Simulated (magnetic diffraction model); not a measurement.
**Solving a magnetic structure from powder neutron data: Y2Fe2W**

Space group P4/mbm (no. 127), a = 7.4640 Å, c = 3.6250 Å.

```csv
site,atom,x,y,z
2a,W,1/2,1/2,0
4h,Y,0.6643,0.8357,1/2
4g,Fe,0.8733,0.6267,0
```

The compound is invented for this exercise: a known structure type with other elements, its cell scaled to their sizes and not relaxed.

Only Fe is taken to order (form factors of Fe2+); orders and moment sizes are assumed, and not adapted to the symmetry. Radiation: neutrons of λ = 2.567 Å, 5° to 90°; isotropic B of 0.38 Å² (W), 0.51 Å² (Y) and 0.51 Å² (Fe). The intensities are simulated: I ∝ L Σ (|F_N|² + |F_M⊥|²) for unpolarised neutrons, with F_M = 2.695 fm/μB × Σ f(s) S exp(2πi Q·r) exp(−B s²) at Q = H ± k (one set where k and −k are equivalent), only the part normal to Q counting and L = 1/(sin²θ cos θ). For collinear order S is the moment m, which repeats by lattice and centring translations R with the sign exp(−2πi k·R). Form factors are spin-only for 3d ions and dipole or tabulated for f ions, scattering lengths are Sears's of 1992, and absorption is left out. A label names one of the reflections at its angle. The strongest nuclear line in the range is 100, and lines under 0.2 are left out.

Above the ordering temperature:

```
2θ (°)    index      I
 28.15  (1 1 0)   11.8
 40.23  (2 0 0)    0.7
 41.47  (0 0 1)    2.7
 45.23  (2 1 0)    0.4
 58.20  (2 2 0)    3.1
 59.16  (2 0 1)   12.1
 63.03  (2 1 1)  100.0
 65.88  (3 1 0)   37.1
 76.63  (3 2 0)    9.1
 80.92  (3 1 1)    4.9
 86.92  (4 0 0)   13.1
```

Below it (cell unchanged):

```tsv
2θ (°)	I
9.87	12.3
22.17	2.6
28.15	11.8
36.12	0.9
40.23	0.7
41.47	2.7
42.74	1.6
45.23	0.4
47.52	1.3
50.92	0.7
55.16	0.3
56.15	0.8
58.20	3.1
59.16	12.1
63.03	100.0
63.07	0.2
65.88	37.1
66.81	0.3
67.69	0.8
71.31	0.4
76.63	9.1
78.33	0.3
80.92	4.9
81.77	0.4
86.92	13.1
```

**Question.** Check that the new lines index with k = (0 1/2 0), then choose among these models:
A. collinear moments along [101], 1.69 μB on Fe; signs + at (0.8733, 0.6267, 0), − at (0.6267, 0.1267, 0), + at (0.1267, 0.3733, 0), + at (0.3733, 0.8733, 0)
B. collinear moments along [111], 1.69 μB on Fe; signs + at (0.8733, 0.6267, 0), − at (0.6267, 0.1267, 0), + at (0.1267, 0.3733, 0), + at (0.3733, 0.8733, 0)
C. collinear moments along [101], 1.69 μB on Fe; signs + at (0.8733, 0.6267, 0), + at (0.6267, 0.1267, 0), + at (0.1267, 0.3733, 0), − at (0.3733, 0.8733, 0)
D. collinear moments along [111], 1.69 μB on Fe; signs + at (0.8733, 0.6267, 0), + at (0.6267, 0.1267, 0), + at (0.1267, 0.3733, 0), − at (0.3733, 0.8733, 0)

The new lines index as (0 1/2 0) at 9.87°, (1 1/2 0) at 22.17°, (1 3/2 0) at 36.12° and (0 1/2 1) at 42.74°, that is as H ± k with k = (0 1/2 0), one of 2 inequivalent arms of its star (k and −k counted as one), which a powder can't tell apart. Half indices mean that the moments reverse under translations with k·R a half-integer, and the magnetic cell has twice the primitive volume.

Magnetic intensity, observed (below minus above) and for each model:

| 2θ (°) | index | observed | A | B | C | D |
| --- | --- | --- | --- | --- | --- | --- |
| 9.87 | (0 1/2 0) | 12.3 | 22.3 | 12.3 | 22.3 | 12.3 |
| 22.17 | (1 1/2 0) | 2.6 | 1.7 | 2.6 | 1.7 | 2.6 |
| 36.12 | (1 3/2 0) | 0.9 | 1.2 | 0.9 | 1.2 | 0.9 |
| 42.74 | (0 1/2 1) | 1.6 | 1.5 | 1.6 | 1.5 | 1.6 |
| 47.52 | (1 1/2 1) | 1.3 | 1.1 | 1.3 | 1.1 | 1.3 |
| 50.92 | (2 3/2 0) | 0.7 | 0.7 | 0.7 | 0.7 | 0.7 |
| 56.15 | (1 3/2 1) | 0.8 | 0.8 | 0.8 | 0.8 | 0.8 |
| 67.69 | (2 3/2 1) | 0.8 | 0.7 | 0.8 | 0.7 | 0.8 |

Models B and D match alike on every line, so these data can't choose among them (such ties are often domains of one structure).

The structure used: k = (0 1/2 0), collinear moments along [111], 1.69 μB on Fe; signs + at (0.8733, 0.6267, 0), − at (0.6267, 0.1267, 0), + at (0.1267, 0.3733, 0), + at (0.3733, 0.8733, 0).

[Logs are printed without paths, hosts, clocks, repeated set-up lines and the standing remarks that a program may print on its own settings, such as how far it seeks lower states.]
